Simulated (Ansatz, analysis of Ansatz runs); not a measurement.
# An added hole started on Co in Na3CoO2 (P4_2/mnm)

Question: does an added hole stay on the Co atom where it is started in Na3CoO2 (P4_2/mnm), and if so, how high is the barrier for a hop to another Co site nearby? Model: a cell of 48 host atoms.

Program: Ansatz 0.2.0. Level of theory: plane-wave PAW DFT, PBEsol+U; relaxation of all atoms of a supercell at fixed charge in a uniform background; PAW set soft_1. Results are calculated unless marked as measured.

In doubt: warnings of the run leave room for a lower electronic state, so energies may not be the lowest and differences between runs may mislead.

### Step 1. The structure

The cell holds 48 atoms: 24 Na, 8 Co and 16 O. Its edges and angles: a = 9.338 Å, b = 9.338 Å, c = 9.231 Å, α = 90.0°, β = 90.0°, γ = 90.0°. It derives from Na3CoO2 (space group P4_2/mnm). Nearest the centre at fractional (0.677, 0.323, 0.250): Na8 at 2.09 Å, Na10 at 2.09 Å, Co13 at 2.31 Å, Co37 at 2.31 Å, Na1 at 2.40 Å, O24 at 2.90 Å, O48 at 2.90 Å, O20 at 2.90 Å.

Hubbard terms: Co d 4.0 eV. They were chosen, not fitted, to curb self-interaction in the shells named, the trial site's among them. The two sites are Co37 and Co13. The cell's shortest repeat is 9.2 Å. The host's moments were started ferromagnetic, high spin; both sites carry the same spin direction.

### Step 2. The cell without the carrier

The neutral cell is relaxed first, from small random displacements, so that bond lengths and moments with the carrier can be set beside those of a relaxed cell without it.

neutral.relax/input.yaml

```yaml
crystal:
  lattice:
    - [9.33837009, 0.0, 0.0]
    - [0.0, 9.33837009, 0.0]
    - [0.0, 0.0, 9.23098123]
  atoms:
    - { symbol: Na, position: [0.858548, 0.141452, 0.25] }
    - { symbol: Na, position: [0.141452, 0.858548, 0.25] }
    - { symbol: Na, position: [0.641452, 0.641452, 0.0] }
    - { symbol: Na, position: [0.358548, 0.358548, 0.0] }
    - { symbol: Na, position: [0.974079, 0.657832, 0.0] }
    - { symbol: Na, position: [0.025921, 0.342168, 0.0] }
    - { symbol: Na, position: [0.157832, 0.525921, 0.25] }
    - { symbol: Na, position: [0.842168, 0.474079, 0.25] }
    - { symbol: Na, position: [0.342168, 0.025921, 0.0] }
    - { symbol: Na, position: [0.525921, 0.157832, 0.25] }
    - { symbol: Na, position: [0.657832, 0.974079, 0.0] }
    - { symbol: Na, position: [0.474079, 0.842168, 0.25] }
    - { symbol: Co, position: [0.676816, 0.323184, 0.0], spin: 2.0 }
    - { symbol: Co, position: [0.176816, 0.176816, 0.25], spin: 2.0 }
    - { symbol: Co, position: [0.823184, 0.823184, 0.25], spin: 2.0 }
    - { symbol: Co, position: [0.323184, 0.676816, 0.0], spin: 2.0 }
    - { symbol: O, position: [0.961219, 0.694402, 0.25] }
    - { symbol: O, position: [0.194402, 0.538781, 0.0] }
    - { symbol: O, position: [0.305598, 0.038781, 0.25] }
    - { symbol: O, position: [0.538781, 0.194402, 0.0] }
    - { symbol: O, position: [0.694402, 0.961219, 0.25] }
    - { symbol: O, position: [0.461219, 0.805598, 0.0] }
    - { symbol: O, position: [0.038781, 0.305598, 0.25] }
    - { symbol: O, position: [0.805598, 0.461219, 0.0] }
    - { symbol: Na, position: [0.858548, 0.141452, 0.75] }
    - { symbol: Na, position: [0.141452, 0.858548, 0.75] }
    - { symbol: Na, position: [0.641452, 0.641452, 0.5] }
    - { symbol: Na, position: [0.358548, 0.358548, 0.5] }
    - { symbol: Na, position: [0.974079, 0.657832, 0.5] }
    - { symbol: Na, position: [0.025921, 0.342168, 0.5] }
    - { symbol: Na, position: [0.157832, 0.525921, 0.75] }
    - { symbol: Na, position: [0.842168, 0.474079, 0.75] }
    - { symbol: Na, position: [0.342168, 0.025921, 0.5] }
    - { symbol: Na, position: [0.525921, 0.157832, 0.75] }
    - { symbol: Na, position: [0.657832, 0.974079, 0.5] }
    - { symbol: Na, position: [0.474079, 0.842168, 0.75] }
    - { symbol: Co, position: [0.676816, 0.323184, 0.5], spin: 2.0 }
    - { symbol: Co, position: [0.176816, 0.176816, 0.75], spin: 2.0 }
    - { symbol: Co, position: [0.823184, 0.823184, 0.75], spin: 2.0 }
    - { symbol: Co, position: [0.323184, 0.676816, 0.5], spin: 2.0 }
    - { symbol: O, position: [0.961219, 0.694402, 0.75] }
    - { symbol: O, position: [0.194402, 0.538781, 0.5] }
    - { symbol: O, position: [0.305598, 0.038781, 0.75] }
    - { symbol: O, position: [0.538781, 0.194402, 0.5] }
    - { symbol: O, position: [0.694402, 0.961219, 0.75] }
    - { symbol: O, position: [0.461219, 0.805598, 0.5] }
    - { symbol: O, position: [0.038781, 0.305598, 0.75] }
    - { symbol: O, position: [0.805598, 0.461219, 0.5] }
basis:
  ecutwfc: 420
  xc_grid: 2
hamiltonian:
  xc: pbesol
  hubbard:
    sites: [{ species: Co, l: d, u_eff: 4.0 }]
    projectors: ortho-atomic
  pseudopotentials: { kind: paw, azcp: { folder: soft_1 }, xc_functional: pbe }
kpoints:
  mp_grid: { grid: [1, 1, 1] }
magnetization:
  spin_polarized: true
  initial_magnetization: 16
  spin_locking: { lock_magnetization: hard }
scf:
  occupations: { method: fermi_dirac, width: 0.01 }
  max_iter: 120
  lower_state_search: "off"
output:
  forces: true
relax:
  f_tol: 0.02
  max_steps: 70
  random_displacement: { amplitude: 0.04, seed: 196 }
checkpoint:
  write: "../neutral.relax.run"
  compress: false
  write_wavefunctions: true
  write_every: 100000
```

Command:

```sh
> ansatz run input.yaml --threads 8 --pin off --max-ram 17899MiB --backend cpu --events-out ev --progress --plain --runs-dir out
```

Numbers of over 12 decimals in the logs are rounded to 6 here.

Output:

```text
[... repeated set-up lines and file paths are left out, and long positions are rounded to six places ...]
Engine: ansatz 0.2.0, aarch64-unknown-linux-gnu
Pseudopotentials: kind: paw
Pseudopotential: Na, paw, valence charge 9, recommended cutoff 420 eV (normal), soft_1/Na.paw.azcp
Pseudopotential: Co, paw, valence charge 17, recommended cutoff 420 eV (normal), soft_1/Co.paw.azcp
Pseudopotential: O, paw, valence charge 6, recommended cutoff 420 eV (normal), soft_1/O.paw.azcp
Functional definition: PBEsol
  exchange = pbesol_x
  correlation = pbesol_c
Crystal: 48 atoms, lattice volume = 804.989 Å³
Basis set: ecut = 420 eV, 15719 PW (Γ), exchange–correlation on 128×128×128 points (8 copies of the dense FFT grid, shifted against one another)
Bands: 280, of which v1, the nominal top of the filled ones, is band 224 counted from 1 (223 counted from 0)
Symmetry: 1 space group operations
k-points: 1
Non-local potential: Na, projectors of the file, l = 0: 3, l = 1: 2, l = 2: 1
Non-local potential: Co, projectors of the file, l = 0: 3, l = 1: 2, l = 2: 3, l = 3: 1
Non-local potential: O, projectors of the file, l = 0: 2, l = 1: 2, l = 2: 1
PAW form: soft (Blöchl's): semilocal exchange-correlation on the pseudo side does not see the compensation charge
PAW frozen core: Na, regenerated for the run's functional, and the local potential with it (the file was generated under x = pbe(κ = 0.804, μ = 0.219515), c = pbe(β = 0.066725))
PAW frozen core: Co, regenerated for the run's functional, and the local potential with it (the file was generated under x = pbe(κ = 0.804, μ = 0.219515), c = pbe(β = 0.066725))
[...]
atom  20  O     -0.00343532    -0.00129030    -0.00458355
  [... 2 atoms left out ...]
  atom  23  O      0.00230430    -0.00248137     0.00077696
  atom  24  O     -0.00582691    -0.00343795    -0.00330633
  [... 12 atoms left out ...]
  atom  37  Co    -0.00064837    -0.00107954     0.00240600
  [... 6 atoms left out ...]
  atom  44  O     -0.00125225     0.00531419    -0.00360646
  [... 3 atoms left out ...]
  atom  48  O     -0.00228838    -0.00368756    -0.00160969
  max |Σ_I F_I| component: 9.69e-6 eV/Å
--- Band table (eV) ---
  k-point 0 ↑: bands = ["-90.3447", "-90.3445", "-90.3441", "-90.3437", [... 272 left out ...] "12.3527", "12.5273", "12.5280", "12.5489"]
  k-point 0 ↓: bands = ["-88.0775", "-88.0770", "-88.0768", "-88.0764", [... 272 left out ...] "12.4350", "12.4708", "12.5353", "12.5361"]
Occupation matrices written to <dir>
--- Relaxed structure (4 steps of the walk, 4 accepted, 0 SCFs on fresh bases) ---
  F+E_penalty+E_count = -85135.99867886 eV   max|allowed force component| = 1.064e-2 eV/Å
  atoms:
    - { symbol: Na, position: [0.858474, 0.140942, 0.250275] }
    - { symbol: Na, position: [0.140662, 0.858617, 0.250608] }
    [... 5 atoms left out ...]
    - { symbol: Na, position: [0.841877, 0.473975, 0.250021] }
    [... 1 atom left out ...]
    - { symbol: Na, position: [0.525418, 0.157351, 0.250164] }
    [... 2 atoms left out ...]
    - { symbol: Co, position: [0.676568, 0.322708, 0.000120] }
    [... 6 atoms left out ...]
    - { symbol: O, position: [0.537902, 0.194441, 0.000327] }
    [... 2 atoms left out ...]
    - { symbol: O, position: [0.038054, 0.305232, 0.249948] }
    - { symbol: O, position: [0.804832, 0.461440, 0.000125] }
    [... 12 atoms left out ...]
    - { symbol: Co, position: [0.676730, 0.322552, 0.500054] }
    [... 6 atoms left out ...]
    - { symbol: O, position: [0.538092, 0.194223, 0.500288] }
    [... 3 atoms left out ...]
    - { symbol: O, position: [0.804888, 0.461350, 0.500000] }
[key lines of the parts left out:]
SCF converged after 31 iterations
Magnetization: 16.0000 μB (232.0000 up, 216.0000 down)
Free energy (F): -85135.998679 eV
Fermi energy:    4.841765 (↑ 4.633056, ↓ 4.902099) eV
```

It took 51 s on 8 threads of Arm Neoverse V1, shared host; peak memory 1.6 GiB; 6.4 min of CPU time.

The largest displacement from an ideal site is 0.006 Å.

### Step 3. The hole on the first site

The nearest neighbour or neighbours of the site start displaced and the site's starting moment is changed by the carrier's spin, since a carrier doesn't trap itself in the undistorted lattice.

A.relax/input.yaml

```yaml
crystal:
  lattice:
    - [9.33837009, 0.0, 0.0]
    - [0.0, 9.33837009, 0.0]
    - [0.0, 0.0, 9.23098123]
  atoms:
    - { symbol: Na, position: [0.858474, 0.140942, 0.250275] }
    - { symbol: Na, position: [0.140662, 0.858617, 0.250608] }
    - { symbol: Na, position: [0.640515, 0.640975, 0.000222] }
    - { symbol: Na, position: [0.358101, 0.358471, 0.000395] }
    - { symbol: Na, position: [0.97368, 0.657609, 3.9e-05] }
    - { symbol: Na, position: [0.025123, 0.342324, -7.6e-05] }
    - { symbol: Na, position: [0.157139, 0.52569, 0.24994] }
    - { symbol: Na, position: [0.841877, 0.473975, 0.250021] }
    - { symbol: Na, position: [0.341683, 0.025366, 0.000227] }
    - { symbol: Na, position: [0.525418, 0.157351, 0.250164] }
    - { symbol: Na, position: [0.65727, 0.974222, 7.8e-05] }
    - { symbol: Na, position: [0.473694, 0.842304, 0.250054] }
    - { symbol: Co, position: [0.676568, 0.322708, 0.00012], spin: 2.0 }
    - { symbol: Co, position: [0.17675, 0.176968, 0.250136], spin: 2.0 }
    - { symbol: Co, position: [0.822385, 0.822701, 0.250108], spin: 2.0 }
    - { symbol: Co, position: [0.322237, 0.677013, 4.0e-05], spin: 2.0 }
    - { symbol: O, position: [0.961025, 0.694376, 0.250078] }
    - { symbol: O, position: [0.194036, 0.538269, -9.1e-05] }
    - { symbol: O, position: [0.304948, 0.03822, 0.250323] }
    - { symbol: O, position: [0.537902, 0.194441, 0.000327] }
    - { symbol: O, position: [0.694166, 0.96142, 0.250181] }
    - { symbol: O, position: [0.460998, 0.805208, 9.0e-05] }
    - { symbol: O, position: [0.038054, 0.305232, 0.249948] }
    - { symbol: O, position: [0.804832, 0.46144, 0.000125] }
    - { symbol: Na, position: [0.858023, 0.141217, 0.749605] }
    - { symbol: Na, position: [0.140625, 0.858516, 0.750533] }
    - { symbol: Na, position: [0.640648, 0.640883, 0.499626] }
    - { symbol: Na, position: [0.358281, 0.358302, 0.499508] }
    - { symbol: Na, position: [0.973772, 0.657398, 0.500132] }
    - { symbol: Na, position: [0.02525, 0.342158, 0.500035] }
    - { symbol: Na, position: [0.157254, 0.525407, 0.749984] }
    - { symbol: Na, position: [0.841633, 0.474233, 0.750028] }
    - { symbol: Na, position: [0.34176, 0.025371, 0.50032] }
    - { symbol: Na, position: [0.524952, 0.157543, 0.750261] }
    - { symbol: Na, position: [0.656996, 0.973882, 0.500255] }
    - { symbol: Na, position: [0.473839, 0.841952, 0.750123] }
    - { symbol: Co, position: [0.67673, 0.322552, 0.500054], spin: 3.0 }
    - { symbol: Co, position: [0.176553, 0.176938, 0.750078], spin: 2.0 }
    - { symbol: Co, position: [0.822294, 0.822628, 0.750102], spin: 2.0 }
    - { symbol: Co, position: [0.322337, 0.676841, 0.499984], spin: 2.0 }
    - { symbol: O, position: [0.960961, 0.694317, 0.74995] }
    - { symbol: O, position: [0.194173, 0.538008, 0.500099] }
    - { symbol: O, position: [0.304842, 0.038274, 0.750224] }
    - { symbol: O, position: [0.545909, 0.201505, 0.500288] }
    - { symbol: O, position: [0.694137, 0.961449, 0.750216] }
    - { symbol: O, position: [0.461069, 0.805073, 0.500082] }
    - { symbol: O, position: [0.037768, 0.30512, 0.750051] }
    - { symbol: O, position: [0.797606, 0.453533, 0.5] }
total_charge: 1
basis:
  ecutwfc: 420
  xc_grid: 2
hamiltonian:
  xc: pbesol
  hubbard:
    sites: [{ species: Co, l: d, u_eff: 4.0 }]
    projectors: ortho-atomic
  pseudopotentials: { kind: paw, azcp: { folder: soft_1 }, xc_functional: pbe }
kpoints:
  mp_grid: { grid: [1, 1, 1] }
magnetization:
  spin_polarized: true
  initial_magnetization: 17
  spin_locking: { lock_magnetization: hard }
scf:
  occupations: { method: fermi_dirac, width: 0.01 }
  max_iter: 120
  lower_state_search: "off"
output:
  forces: true
relax:
  f_tol: 0.015
  max_steps: 70
  escape_saddle: false
checkpoint:
  write: "../A.relax.run"
  compress: false
  write_wavefunctions: true
  write_every: 100000
```

Output:

```text
[...]
Crystal: 48 atoms, lattice volume = 804.989 Å³
Basis set: ecut = 420 eV, 15719 PW (Γ), exchange–correlation on 128×128×128 points (8 copies of the dense FFT grid, shifted against one another)
Bands: 280, of which v1, the nominal top of the filled ones, is band 224 counted from 1 (223 counted from 0)
Symmetry: 1 space group operations
[...]
k-points: 1
[...]
Starting moments: Σ|m| = 17 μB on 8 of 48 sites
[...]
SCF iter   1: F=—  HF=-85164.356825 eV  |F-HF|=—  |Δ(HF+E_count)|=         —  Δρ=1.40e-1 (↑6.74e-2 ↓1.40e-1)  dr2=2.82e2  dr2_m=1.25e1  M=17.000 μB ∫|m|=18.058 μB  β_m=0.30  ethr=3.10e-3  ⟨swp⟩=6.0  Hψ=1935  notcnv=0
[...]
SCF iter  25: F=-85139.776354 eV  HF=-85139.776356 eV  |F-HF|=2.30e-6  |Δ(HF+E_count)|=   3.19e-6  Δρ=1.89e-5 (↑5.91e-6 ↓1.89e-5)  dr2=5.22e-6  dr2_m=7.72e-7  M=17.000 μB ∫|m|=19.391 μB  ethr=1.26e-9  ⟨swp⟩=2.0  Hψ=1694  notcnv=0
SCF 1 converged in 25 iterations: F = -85139.776354 eV  dr2 = 5.22e-6
[...]
relax step   1: F+E_penalty+E_count = -85139.77635418 eV  Δ(F+E_penalty+E_count) = +0.000e0 eV  max|allowed force component| = 1.958e0 eV/Å  Δτ_max = 0.0000 Å  (25 SCF iters, dr2 threshold 5.63e-6 eV, accepted)
[...]
relax step   2: F+E_penalty+E_count = -85139.94564546 eV  Δ(F+E_penalty+E_count) = -1.693e-1 eV  max|allowed force component| = 9.819e-1 eV/Å  Δτ_max = 0.0383 Å  (11 SCF iters, dr2 threshold 1.00e-4 eV, accepted)
relax step   3: F+E_penalty+E_count = -85139.98527263 eV  Δ(F+E_penalty+E_count) = -3.963e-2 eV  max|allowed force component| = 2.363e-1 eV/Å  Δτ_max = 0.1312 Å  (10 SCF iters, dr2 threshold 6.03e-5 eV, accepted)
relax step   4: F+E_penalty+E_count = -85140.02398509 eV  Δ(F+E_penalty+E_count) = -3.871e-2 eV  max|allowed force component| = 8.430e-2 eV/Å  Δτ_max = 0.0965 Å  (14 SCF iters, dr2 threshold 3.49e-6 eV, accepted)
relax step   5: F+E_penalty+E_count = -85140.02642446 eV  Δ(F+E_penalty+E_count) = -2.439e-3 eV  max|allowed force component| = 2.336e-2 eV/Å  Δτ_max = 0.0094 Å  (32 SCF iters, dr2 threshold 4.44e-7 eV, accepted)
SCF iter   1: F=—  HF=-85140.028328 eV  |F-HF|=—  |Δ(HF+E_count)|=         —  Δρ=1.70e-3 (↑3.19e-4 ↓1.70e-3)  dr2=4.93e-2  dr2_m=5.20e-3  M=17.000 μB ∫|m|=19.447 μB  β_m=0.30  ethr=5.06e-5  ⟨swp⟩=5.0  Hψ=1018  notcnv=0  defer=84
[...]
SCF iter  13: F=-85140.027248 eV  HF=-85140.027248 eV  |F-HF|=2.20e-9  |Δ(HF+E_count)|=   4.50e-8  Δρ=1.29e-6 (↑9.29e-7 ↓1.29e-6)  dr2=1.87e-8  dr2_m=3.50e-9  M=17.000 μB ∫|m|=19.445 μB  ethr=2.24e-11  ⟨swp⟩=1.5  Hψ=1486  notcnv=0
SCF 6 converged in 13 iterations: F = -85140.027248 eV  dr2 = 1.87e-8
relax step   6: F+E_penalty+E_count = -85140.02724831 eV  Δ(F+E_penalty+E_count) = -8.238e-4 eV  max|allowed force component| = 9.539e-3 eV/Å  Δτ_max = 0.0104 Å  (13 SCF iters, accepted)
NSCF: frozen V_eff on 1 k-points
[...]
SCF converged after 13 iterations
Stability checked in part: among states of this total moment the steps that led to this state did not find it unstable. No probe was made; neither looks for a lower state of another moment (fixed_total_moment; see scf.lower_state_search)
Magnetization: 17.0000 μB (232.0000 up, 215.0000 down)
Absolute magnetization: 19.4468 μB (∫|ρ↑−ρ↓|, with the PAW one-centre terms)
[...]
Per-site moments (μB) at R_I (Å): [(-0.00307247, 0.934899), (-0.00305055, 0.934821), (-0.00340131, 0.937278), [... 45 left out ...]
Free energy (F): -85140.027248 eV
[...]
Internal energy: -85140.026248 eV  (E = F + TS)
E sigma→0 (E₀):  -85140.026748 eV
Entropy (-TS):   -0.001000 eV (-0.021 meV/atom)
Fermi energy:    4.061560 (↑ 4.579211, ↓ 4.061560) eV
[...]
--- Forces (eV/Å), atoms counted from 1 ---
  atom   1  Na    -0.00571932     0.00565323    -0.00139859
  atom   2  Na     0.00057355    -0.00052352     0.00302722
  [... 5 atoms left out ...]
  atom   8  Na    -0.00677120    -0.00284911    -0.00154593
  [... 1 atom left out ...]
  atom  10  Na     0.00289845     0.00675886    -0.00128268
  [... 2 atoms left out ...]
  atom  13  Co     0.00159256    -0.00153557    -0.00009703
  [... 6 atoms left out ...]
  atom  20  O     -0.00951997    -0.00832262     0.00026312
  [... 2 atoms left out ...]
  atom  23  O      0.00697453    -0.00243605     0.00083901
  atom  24  O      0.00833499     0.00953913     0.00035323
  [... 12 atoms left out ...]
  atom  37  Co     0.00060689    -0.00070732     0.00004522
  [... 6 atoms left out ...]
  atom  44  O      0.00729239     0.00690266     0.00000385
  [... 3 atoms left out ...]
  atom  48  O     -0.00688492    -0.00712088     0.00012135
  max |Σ_I F_I| component: 8.96e-6 eV/Å
--- Band table (eV) ---
[...]
Occupation matrices written to <dir>
--- Relaxed structure (6 steps of the walk, 6 accepted, 0 SCFs on fresh bases) ---
  F+E_penalty+E_count = -85140.02724831 eV   max|allowed force component| = 9.539e-3 eV/Å
  atoms:
    - { symbol: Na, position: [0.863639, 0.135608, 0.250705] }
    - { symbol: Na, position: [0.136284, 0.862960, 0.248936] }
    [... 5 atoms left out ...]
    - { symbol: Na, position: [0.844112, 0.475355, 0.250174] }
    [... 1 atom left out ...]
    - { symbol: Na, position: [0.523890, 0.155134, 0.250175] }
    [... 2 atoms left out ...]
    - { symbol: Co, position: [0.673762, 0.325486, 9.932578352981769e-5] }
    [... 6 atoms left out ...]
    - { symbol: O, position: [0.538251, 0.195684, 9.73622533849464e-5] }
    [... 2 atoms left out ...]
    - { symbol: O, position: [0.037376, 0.305073, 0.250123] }
    - { symbol: O, position: [0.803563, 0.460996, 8.862669676696696e-5] }
    [... 12 atoms left out ...]
    - { symbol: Co, position: [0.673786, 0.325461, 0.500096] }
    [... 6 atoms left out ...]
    - { symbol: O, position: [0.538206, 0.195579, 0.500101] }
    [... 3 atoms left out ...]
    - { symbol: O, position: [0.803669, 0.461038, 0.500094] }
```

The job ended after 67 s (8 threads; peak memory 1.6 GiB).

Step by step:

```csv
step,energy less that of the first step (eV),largest force component (eV/Å)
1,0.0000,1.9578
2,-0.1693,0.9819
3,-0.2089,0.2363
4,-0.2476,0.0843
5,-0.2501,0.0234
6,-0.2509,0.0095
```

The atoms that moved most (Å):

```csv
atom,dx,dy,dz,length
O44,-0.072,-0.055,-0.002,0.091
O48,0.057,0.070,0.001,0.090
Na27,0.053,0.053,0.004,0.075
Na25,0.053,-0.052,-0.001,0.074
Na28,-0.052,-0.050,0.006,0.073
Na3,0.051,0.052,-0.001,0.073
Na4,-0.050,-0.048,-0.003,0.070
Na1,0.048,-0.050,0.004,0.069
```

The moves above count from the input, in which the site's nearest neighbours were already displaced; the distances below compare with the cell without the carrier.

Distances from Co37 without and with the hole:

```csv
atom,without (Å),with (Å)
O48,1.76,1.75
O44,1.76,1.75
Na27,2.99,3.01
Na28,2.99,3.01
```

The largest changes of the moments are 0.13 μB on Co37, 0.13 μB on Co13 and 0.12 μB on Co40. The carrier did not stay on the chosen site.

### Step 4. What came out

- carrier trapped on the chosen site: no
- size of the moment change on that site: 0.13 μB

In words: With PBEsol+U (4 eV) (Co d 4.0 eV) the hole does not stay on the chosen Co atom: it is spread over 6.0 atoms in effect, so no hop between such sites was computed. The magnetic order was assumed and need not be the ground state; parallel spins on neighbours help a carrier to spread. The search for lower electronic states was switched off. Another U, a hybrid or another start may give another answer. Limits: sampling at the zone centre alone can move energies of charged and open-shell states by tenths of an eV or more in cells of this size; gap and trapping depend on the U chosen (Co d 4.0 eV).

[Logs are printed without paths, hosts, clocks, repeated set-up lines and the standing remarks that a program may print on its own settings, such as how far it seeks lower states.]

[Hosts, paths, dates, database ids (printed as entryN), source tags and the programs' standing remarks are cut or masked in the printed files.]
